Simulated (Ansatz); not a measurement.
An input for Ansatz 0.2.0 (CaMoO4 (I4_1/a)):

```yaml
crystal:
  lattice:
    - [-2.6118, 2.6118, 5.71425]
    - [2.6118, -2.6118, 5.71425]
    - [2.6118, 2.6118, -5.71425]
  atoms:
    - { symbol: Ca, position: [0.75, 0.25, 0.5] }
    - { symbol: Ca, position: [0.0, 0.0, 0.0] }
    - { symbol: Mo, position: [0.25, 0.75, 0.5] }
    - { symbol: Mo, position: [0.5, 0.5, 0.0] }
    - { symbol: O, position: [0.57776, 0.98246, 0.89142] }
    - { symbol: O, position: [0.73246, 0.34104, 0.9047] }
    - { symbol: O, position: [0.09104, 0.68634, 0.10858] }
    - { symbol: O, position: [0.43634, 0.82776, 0.0953] }
    - { symbol: O, position: [0.17224, 0.26754, 0.60858] }
    - { symbol: O, position: [0.01754, 0.90896, 0.5953] }
    - { symbol: O, position: [0.65896, 0.56366, 0.39142] }
    - { symbol: O, position: [0.31366, 0.42224, 0.4047] }
kpoints:
  mp_grid: { grid: [4, 4, 4] }
  band_path:
    path:
      - [0.0, 0.0, 0.0]
      - [0.0, 0.0, 0.5]
      - [0.25, 0.25, 0.25]
      - [0.0, 0.5, 0.0]
      - [0.5, 0.5, -0.5]
      - [0.30222776, 0.69777224, -0.30222776]
      - [-0.30222776, 0.30222776, 0.30222776]
      - [-0.10445551, 0.10445551, 0.5]
    npoints: 1
hamiltonian:
  xc: hse06
scf:
  occupations: { method: fixed }
  n_extra_bands: 16
magnetization:
  noncollinear: true
  spin_orbit: true
output:
  eigenvalues: true
```

```sh
ansatz run input.yaml --threads 24 --pin off --max-ram 82944MiB --backend cuda --events-out ev --progress --plain --runs-dir out --devices 1 --max-vram 78GiB
```

**Question.** Estimate wall time and host memory on 1 × NVIDIA GB200 (shared by 2 runs) with 24 threads of Arm Neoverse V2, shared host.

It took 26 s; on shared hardware allow 13 s to 51 s. Peak host memory was 3.5 GiB. The sizes that set the cost: 3067 plane waves a state, 14 irreducible k points and 18 SCF cycles.

Exact exchange couples every pair of k points and filled bands, so it costs far more than a semilocal run.

[Paths, hosts, dates, memory and timing lines, banners, echoed tables and standing remarks are left out of the program output.]

[Logs are printed without paths, hosts, clocks, repeated set-up lines and the standing remarks that a program may print on its own settings, such as how far it seeks lower states.]

[Runs of the session that timed out or met a known fault of the program may be left out.]

[Cells called generated may have been cut or substituted from an entry of the Crystallography Open Database or the Materials Project.]

[Hosts, paths, dates, database ids (printed as entryN), source tags and the programs' standing remarks are cut or masked in the printed files.]
